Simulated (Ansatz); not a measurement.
# Rb2BaBr4 (I-42d):H_i (bond centre, by Br), thermodynamic levels from a 56-atom cell

Charge states of H_i (bond centre, by Br) in Rb2BaBr4 (I-42d), set against the band edges. Model: a cell of 56 host atoms with 1 H put in.

Program: Ansatz 0.2.0. Level of theory: place-levels on PBEsol runs: charge-transition levels and formation energies with image-charge correction and potential alignment at the atomic sites. Results are calculated unless marked as measured.

## Step 1: The structure

The cell holds 57 atoms: 16 Rb, 8 Ba, 32 Br and 1 H. Cell: a = 14.042 Å, b = 14.042 Å, c = 13.931 Å, α = 60.3°, β = 60.3°, γ = 59.5°. It derives from Rb2BaBr4 (space group I-42d). Nearest the centre at fractional (0.764, 0.465, 0.201): H57 at 0.00 Å, Br43 at 1.57 Å, Ba20 at 1.68 Å, Br52 at 3.14 Å, Br32 at 3.55 Å, Br37 at 3.68 Å, Br36 at 3.69 Å, Rb15 at 3.70 Å.

The host's dielectric constants go in as inputs: (3.23, 3.23, 3.20) for the electrons alone, (7.71, 7.71, 9.34) with the ions, from a response run on this crystal (DFPT, PBEsol) at that run's own cell.

The cell's shortest repeat is 13.9 Å.

## Step 2: Charge states

A transition level is the Fermi level at which two charge states cost the same, so each charge needs its own total energy, at its own relaxed structure.

Each atom starts 0.05 Å or so off its site in a random direction. Forces are taken at one point at (¼, ¼, ¼). The cell holds 1 electron more than the neutral one, with a uniform background that keeps it neutral on the whole.

The sampling was tested on the host first: at the k-points planned (1x1x1 shifted 0.25 0.25 0.25) its energy lies 0.001 eV an atom from the dense-mesh value, under the bound of 0.02 eV set for this test; that bounds the host's error, not the defect's.

One state's input; the others differ in charge, spin, start and seed, and in occupations where the table says so.

The input, qm1.relax/input.yaml:

```yaml
crystal:
  lattice:
    - [0.0, 9.85069233, 10.00714096]
    - [9.85069233, 0.0, 10.00714096]
    - [9.85069233, 9.85069233, 0.0]
  atoms:
    - { symbol: Rb, position: [0.00523679, 0.86976321, 0.88023679] }
    - { symbol: Rb, position: [0.25523679, 0.11976321, 0.13023679] }
    - { symbol: Rb, position: [0.50523679, 0.36976321, 0.38023679] }
[... 3 atom lines left out ...]
    - { symbol: Rb, position: [0.61976321, 0.75523679, 0.99476321] }
[... 1 atom line left out ...]
    - { symbol: Rb, position: [0.13023679, 0.49476321, 0.11976321] }
    - { symbol: Rb, position: [0.38023679, 0.74476321, 0.36976321] }
[... 4 atom lines left out ...]
    - { symbol: Rb, position: [0.74476321, 0.38023679, 0.50523679] }
    - { symbol: Rb, position: [0.99476321, 0.63023679, 0.75523679] }
[... 3 atom lines left out ...]
    - { symbol: Ba, position: [0.875, 0.375, 0.125] }
[... 3 atom lines left out ...]
    - { symbol: Ba, position: [0.75, 0.75, 0.25] }
[... 2 atom lines left out ...]
    - { symbol: Br, position: [0.67499158, 0.28471653, 0.1450665] }
    - { symbol: Br, position: [0.92499158, 0.53471653, 0.3950665] }
[... 3 atom lines left out ...]
    - { symbol: Br, position: [0.78471653, 0.17499158, 0.3952254] }
[... 3 atom lines left out ...]
    - { symbol: Br, position: [0.7702254, 0.5200665, 0.90971653] }
    - { symbol: Br, position: [0.0200665, 0.2702254, 0.29999158] }
[... 5 atom lines left out ...]
    - { symbol: Br, position: [0.65971653, 0.54999158, 0.2700665] }
[... 1 atom line left out ...]
    - { symbol: Br, position: [0.04999158, 0.15971653, 0.0202254] }
[... 1 atom line left out ...]
    - { symbol: Br, position: [0.54999158, 0.65971653, 0.5202254] }
[... 4 atom lines left out ...]
    - { symbol: Br, position: [0.8950665, 0.6452254, 0.03471653] }
    - { symbol: Br, position: [0.1452254, 0.3950665, 0.92499158] }
    - { symbol: Br, position: [0.3952254, 0.6450665, 0.17499158] }
[... 2 atom lines left out ...]
    - { symbol: H, position: [0.763616, 0.464594, 0.20053] }
  host:
    repeats: [1, 1, 1]
    atoms:
      - { symbol: Rb, position: [0.00523679, 0.86976321, 0.88023679] }
      - { symbol: Rb, position: [0.25523679, 0.11976321, 0.13023679] }
      # ... 54 more atoms of the perfect host
total_charge: -1
basis:
  ecutwfc: 420
  xc_grid: 2
hamiltonian:
  xc: pbesol
kpoints:
  mp_grid: { grid: [1, 1, 1], shift: [0.25, 0.25, 0.25] }
scf:
  occupations: { method: fixed }
  max_iter: 100
output:
  forces: true
  charged_corrections:
    epsilon: [3.23, 3.23, 3.2]
    static_epsilon: [7.71, 7.71, 9.34]
    defect_position: [0.763616, 0.464594, 0.20053]
relax:
  f_tol: 0.02
  max_steps: 80
  random_displacement: { amplitude: 0.05, seed: 5901 }
checkpoint:
  write: "../qm1.relax.run"
  compress: false
  write_wavefunctions: true
  write_every: 100000
```

The run is started by

```bash
$ ansatz run input.yaml --threads 4 --pin off --max-ram 15073MiB --backend cpu --events-out ev --progress --plain --runs-dir out
```

The relaxed structure is kept and the sampling changed to a 2×2×2 shifted mesh.

The run of this state that the levels use, under PBEsol:

The input, qm1.point/input.yaml:

```yaml
crystal:
  checkpoint: "../qm1.relax.run"
  host: checkpoint
total_charge: -1
basis:
  ecutwfc: 420
  xc_grid: 2
hamiltonian:
  xc: pbesol
kpoints:
  mp_grid: { grid: [2, 2, 2], shift: [0.5, 0.5, 0.5] }
scf:
  occupations: { method: fermi_dirac, width: 0.01 }
  max_iter: 100
output:
  forces: true
  eigenvalues: true
  charged_corrections:
    epsilon: [3.23, 3.23, 3.2]
    static_epsilon: [7.71, 7.71, 9.34]
    defect_position: [0.763616, 0.464594, 0.20053]
  eigenstates: { localisation: true }
  populations: true
  band_densities: [{ bands: [v1, v1] }, { bands: [c1, c1] }]
  write_density: true
  write_potential: true
  volumetric_format: npy
checkpoint:
  read: "../qm1.relax.run"
  write: "../qm1.point.run"
  compress: false
  write_wavefunctions: false
  write_every: 100000
```

Relaxations under PBEsol at one point at (¼, ¼, ¼); times on 4 threads of Arm Neoverse V1, shared host:

```csv
charge,moment (μB),occupations,outcome,steps,largest displacement against the far atoms (Å),time
−1,0,fixed,converged,17,1.55,5.9 min
0,1,fixed,converged,17,1.92,13 min
+1,0,fixed,converged,16,1.70,5.5 min
```

Single points under PBEsol at a 2×2×2 shifted mesh; times on 4 threads of Arm Neoverse V1, shared host:

```csv
charge,moment (μB),occupations,outcome,time
−1,0,fermi-dirac,converged,2.9 min
0,1,fermi-dirac,converged,6.1 min
+1,0,fermi-dirac,converged,2.8 min
```

Distances (Å) from H57 to the nearest atoms after relaxation with PBEsol:

```csv
charge,moment (μB),1.,2.,3.,4.,5.,6.
−1,0,Ba 2.28,Rb 2.55,Rb 2.64,Br 2.78,Br 2.79,Br 3.49
0,1,Br 2.05,Ba 2.56,Br 2.79,Rb 2.86,Rb 2.92,Br 3.23
+1,0,Br 1.69,Br 1.69,Ba 3.17,Ba 3.18,Rb 3.27,Br 3.99
```

## Step 3: place-levels, PBEsol

A charged cell interacts with its images and the background, and its potential has another zero than the host's. place-levels removes the first by a point-charge model, screened by the static dielectric constant since the ions have relaxed around the charge, and the second by comparing potentials at atoms far from the defect.

The host is a run of the defect-free crystal in the same cutoffs, grids and k-points, so that basis and sampling errors cancel in part in the differences. Its band edges come from a run of the primitive cell that searches the zone for them. Chemical potentials are energies per atom of H (H2 molecule), run with the same functional and cutoff.

The input, levels.point.yaml:

```yaml
host:
  run: host.point.run
  levels_from: { run: edges.point.run }
states: [qm1.point.run, q0_M1.point.run, qp1.point.run]
geometry_from:
  qm1.point.run: qm1.relax.run
  q0_M1.point.run: q0_M1.relax.run
  qp1.point.run: qp1.relax.run
  host.point.run: host.relax.run
chemical_potentials:
  H:
    energy: -15.609288
    dataset: "<sha256 of the dataset>"
epsilon: [3.23, 3.23, 3.2]
static_epsilon: [7.71, 7.71, 9.34]
vertical:
  - { from: qm1.point.run, to: qm1.point_neutral.run }
  - { from: qp1.point.run, to: qp1.point_neutral.run }
```

The run is started by

```bash
$ ansatz place-levels levels.point.yaml -- --threads 4 --pin off --max-ram 15073MiB
```

Numbers of over 12 decimals in the logs are rounded to 6 here.

Output:

```text
[... repeated set-up lines and file paths are left out, and long positions are rounded to six places ...]
(+1/0) 2.919 eV above the valence edge, 1.341 eV under the conduction edge; not on the lower envelope
(0/-1) 2.398 eV above the valence edge, 1.862 eV under the conduction edge; not on the lower envelope
(+1/-1) 2.659 eV above the valence edge, 1.602 eV under the conduction edge: charges between them are lowest nowhere
formation energy of charge +1: -0.714 eV with the Fermi level at the valence edge
formation energy of charge 0: +2.206 eV with the Fermi level at the valence edge
formation energy of charge -1: +4.604 eV with the Fermi level at the valence edge
vertical -1 to 0: no energy, since no alignment is typed
  the change from vertical[0].from (qm1.point.run) to vertical[0].to (qm1.point_neutral.run): by its potential at epsilon [3.23, 3.23, 3.2] it stands at 0.743 0.361 0.299, with an rms radius of about 2.3 Å (0.8 1.8 1.2 Å across the planes of the cell's [...]
vertical +1 to 0: no energy, since no alignment is typed
  the change from vertical[1].from (qp1.point.run) to vertical[1].to (qp1.point_neutral.run): by its spins about the atoms it stands at 0.781 0.596 0.158, with an rms radius of about 3.8 Å (2.2 2.1 2.2 Å across the planes of the cell's vectors); [...]
  edges by pbesol of host.levels_from (edges.point.run), its mesh sampled to repeats of 34.31 Å (the valence edge +0.025 eV and the conduction edge -0.221 eV from those of the host's own run), gap 4.260 eV; the host is sampled to repeats of 27.86 Å
  the defect's cells are sampled to repeats of 27.86 Å, like sampling
  charge +1: -186068.8230 eV with its correction of +0.206 eV, at epsilon [7.71, 7.71, 9.34], aligned at sites: +0.0037 eV, mean over 17 atomic sites at or beyond 6.97 Å from the defect at [0.7636, 0.4646, 0.2005], with +0.000000 for the charge's moments and [...]
  charge 0: +0.000 eV for its dipole among its images, +0.000 omitted
  charge -1: -186057.2802 eV with its correction of +0.194 eV, at epsilon [7.71, 7.71, 9.34], aligned at sites: +0.0090 eV, mean over 17 atomic sites at or beyond 6.97 Å from the defect at [0.7636, 0.4646, 0.2005], with +0.000000 for the charge's moments and [...]
  of states[2] (qp1.point.run): it parts from the run at its places by a charge that spreads by about 2.2 Å along one vector (2 Å or more is wide), by the spins about the atoms, where the cell does not tell a trapped carrier from a band state. [...]
  of states[1] (q0_M1.point.run): its displacements don't fall off away from the defect: farther atoms stand 0.027 Å off the host's places. [...]
  of states[0] (qm1.point.run): its displacements don't fall off away from the defect: farther atoms stand 0.07 Å off the host's places. [...]
  of vertical[0].from (qm1.point.run): its displacements don't fall off away from the defect: farther atoms stand 0.07 Å off the host's places. [...]
  of vertical[0].to (qm1.point_neutral.run): its displacements don't fall off away from the defect: farther atoms stand 0.07 Å off the host's places. [...]
  of vertical[1].from (qp1.point.run): its displacements don't fall off away from the defect: farther atoms stand 0.021 Å off the host's places. [...]
  vertical[1].to (qp1.point_neutral.run): levels filled in part (TS 0.003 eV): its energy is of no whole electron's
  of vertical[1].to (qp1.point_neutral.run): its displacements don't fall off away from the defect: farther atoms stand 0.021 Å off the host's places. [...]
```

Wall time 0.36 s (4 threads of Arm Neoverse V1, shared host).

Levels between the charges placed, in eV above the valence top:

```csv
,gap (eV),(+1/0),(0/−1)
PBEsol,4.26,2.92,2.40
```

Corrections by state:

```csv
charge,moment (μB),image terms and alignment (eV),band filling (eV),ε used,"over the lowest of its charge, as the program ranks them, band filling apart (eV)"
+1,0.0,0.206,-,"principal values (7.71, 7.71, 9.34)",0.000
0,1.0,0.000,-,-,0.000
−1,0.0,0.194,-,"principal values (7.71, 7.71, 9.34)",0.000
```

The charged structures listed were also run neutral, and place-levels reads from each pair, by the potential or the spins, how wide the charge is by which they differ; that can be the carrier of either run.

```csv
charge,rms radius (Å),spread where it is widest against the cell (Å),wide from (Å),reading
+1,3.8,2.22,1.98,wide
−1,2.3,1.77,1.98,narrow
```

The neutral runs of these pairs need not share the spin of the lowest neutral state, and very wide values only mean spread over the cell.

From the program's caveats on the states, each cut to its opening words:

- charge +1: it parts from the run at its places by a charge that spreads by about 2.2 Å along one vector (2 Å or more is wide), by the spins about the atoms, where the [...]
- charge +1: its displacements don't fall off away from the defect: farther atoms stand 0.021 Å off the host's places
- charge 0 (1 μB): its displacements don't fall off away from the defect: farther atoms stand 0.027 Å off the host's places
- charge 0 (1 μB): flagged: stability check not made
- charge −1: its displacements don't fall off away from the defect: farther atoms stand 0.07 Å off the host's places

Chemical potentials of the elements' reference phases, run alike. Formation energies (elemental references), with the Fermi level at the valence top and at the conduction bottom (gap 4.26 eV):

```csv
charge,at valence top (eV),at conduction bottom (eV),correction included (eV)
+1,-0.71,3.55,0.21
0,2.21,2.21,0.00
−1,4.60,0.34,0.19
```

(Fermi level (eV), lowest formation energy (eV)): (0.00, -0.71), (0.39, -0.33), (0.77, 0.06), (1.16, 0.45), (1.55, 0.83), (1.93, 1.22), (2.33, 1.61), (2.71, 1.89), (3.10, 1.50), (3.49, 1.12), (3.87, 0.73), (4.26, 0.34)

## Step 4: Effect of the sampling

The relaxations' own energies give the levels at their sampling, for comparison.

The input, levels.relax_mesh.yaml:

```yaml
host:
  run: host.relax.run
  levels_from: { run: edges.relax.run }
states: [qm1.relax.run, q0_M1.relax.run, qp1.relax.run]
chemical_potentials:
  H:
    energy: -15.609288
    dataset: "<sha256 of the dataset>"
```

The run is started by

```bash
$ ansatz place-levels levels.relax_mesh.yaml -- --threads 4 --pin off --max-ram 15073MiB
```

Output:

```text
[...]
formation energy of charge +1: -0.714 eV with the Fermi level at the valence edge
formation energy of charge 0: +2.203 eV with the Fermi level at the valence edge
formation energy of charge -1: +4.596 eV with the Fermi level at the valence edge
  edges by pbesol of host.levels_from (edges.relax.run), its mesh sampled to repeats of 34.31 Å (the valence edge +0.024 eV and the conduction edge -0.221 eV from those of the host's own run), gap 4.260 eV; the host is sampled to repeats of 13.93 Å
[... the lines on each state left out ...]
```

Elapsed: 0.14 s, on 4 threads.

Levels between neighbouring charges, in eV above the valence top:

```csv
,gap (eV),(+1/0),(0/−1)
"one point at (¼, ¼, ¼)",4.26,2.92,2.39
a 2×2×2 shifted mesh,4.26,2.92,2.40
```

Going from one point at (¼, ¼, ¼) to a 2×2×2 shifted mesh moves the levels that carry no band-filling term by up to 0.01 eV and formation energies against the elements by up to 0.01 eV.

## Step 5: A changed set-up

The levels are placed again with one choice changed, to see how much they rest on it.

levels.try0.yaml is levels.point.yaml with these lines changed:

```diff
-static_epsilon: [7.71, 7.71, 9.34]
+static_epsilon: [3.23, 3.23, 3.2]
```

The run is started by

```bash
$ ansatz place-levels levels.try0.yaml -- --threads 4 --pin off --max-ram 15073MiB
```

Output:

```text
[...]
formation energy of charge +1: -0.501 eV with the Fermi level at the valence edge
formation energy of charge 0: +2.206 eV with the Fermi level at the valence edge
formation energy of charge -1: +4.811 eV with the Fermi level at the valence edge
vertical -1 to 0: no energy, since no alignment is typed
vertical +1 to 0: no energy, since no alignment is typed
[...]
[... the lines on each state left out ...]
```

The change: the electronic dielectric constant for relaxed ions.

Levels in eV above the valence top; the changed ones are not the defect's:

```csv
,gap (eV),(+1/0),(0/−1)
changed,4.26,2.71,2.61
as set up,4.26,2.92,2.40
```

The largest shift is 0.21 eV.

## Step 6: Outcome

```
gap of the host                                                             : 4.26 eV (PBEsol)
level (plus 1/0)                                                            : 2.92 eV above the valence top, not a change between lowest states
level (0/minus 1)                                                           : 2.40 eV above the valence top, not a change between lowest states
level (plus 1/minus 1)                                                      : 2.66 eV above the valence top
lowest of the charges placed, just above the valence top (0.02 eV)          : +1
lowest of the charges placed, just below the conduction bottom (0.02 eV)    : −1
lowest formation energy at mid-gap of the charges run, elemental references : 1.42 eV
```

**Reading.** Of the charges placed (−1, 0 and +1), the lowest changes at 2.66 eV (+1/−1) above the valence top, in a gap of 4.26 eV. (+1/−1) passes over charge 0, which lies 0.26 eV above the two there; a lower structure or spin state of it, if missed, would change that. Charges above +1 and below −1 were not placed, so these runs say nothing of levels that involve them. States placed: +1 at 0 μB; 0 at 1 μB; −1 at 0 μB. Other spin states or structures, where not listed, weren't placed. At charge −1, 0 and +1 the atom put in ends up to 1.9 Å from its starting place, so the name tells the start alone and the levels can join different sites. H is taken at its element; compounds, which aren't counted here, bound the chemical potentials and would shift these formation energies. Going from one point at (¼, ¼, ¼) to a 2×2×2 shifted mesh moves the levels that carry no band-filling term by up to 0.01 eV and formation energies against the elements by up to 0.01 eV. Limits: PBEsol makes the gap too small and tends to spread out bound carriers; spin–orbit coupling, which can matter with heavy atoms, is left out.

[Logs are printed without paths, hosts, clocks, repeated set-up lines and the standing remarks that a program may print on its own settings, such as how far it seeks lower states.]

[Hosts, paths, dates, database ids (printed as entryN), source tags and the programs' standing remarks are cut or masked in the printed files.]

[Where a table of states has a column of steps, it counts the stored structures, which are thinned; the runs took as many ionic steps or more.]

[A defect's name tells the site on which it was built; relaxed atoms can leave that site.]

[For some hosts the program warned that the k-mesh of the response run may be too coarse for force constants and the static dielectric constant; such warnings are not shown here.]
